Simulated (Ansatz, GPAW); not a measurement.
# Polarising Sc2CS2 MXene bilayer, AA with a field along the normal

The dipole of the cell at several fields, atoms fixed. What does the strongest field give, and what length does the slope stand for?

Set-up. GPAW 26.7.0, plane waves (500 eV), PAW setups, PBE, 12×12 mesh, a dipole layer in the vacuum; geometry relaxed without an applied field with Ansatz 0.2.0. The cell's area is 10.42 Å², and e/ε0 = 180.95 V Å.

Results, with one row withheld:

```
field (V/Å)  dipole (e Å)
       −0.2       −0.1828
       −0.1       −0.0914
      −0.05       −0.0457
       0.05        0.0457
        0.1        0.0914
        0.2        0.1828
        0.3             ?
```

To predict: What is the dipole at 0.3 V/Å?

Worked answer. A line through the 6 points has the slope α = 0.914 e Å per V/Å and the intercept p₀ = −0.0000 e Å (r.m.s. residual 0.0e+00). At 0.3 V/Å it gives p = −0.0000 + 0.914 × 0.3 = 0.2742 e Å; the run gives 0.2742 e Å, so the response stays linear to 0.0 % of the induced part. Dividing by ε0 and the area: α/(ε0 A) = 0.914 × 180.95 / 10.42 = 15.87 Å, against 13.92 Å between the outer nuclei.

**Limits.** This is the electronic response alone; ions that move would add to it in polar layers. No run was spin-polarised, so magnetic states weren't tested.

[Logs are printed without paths, hosts, clocks, repeated set-up lines and the standing remarks that a program may print on its own settings, such as how far it seeks lower states.]
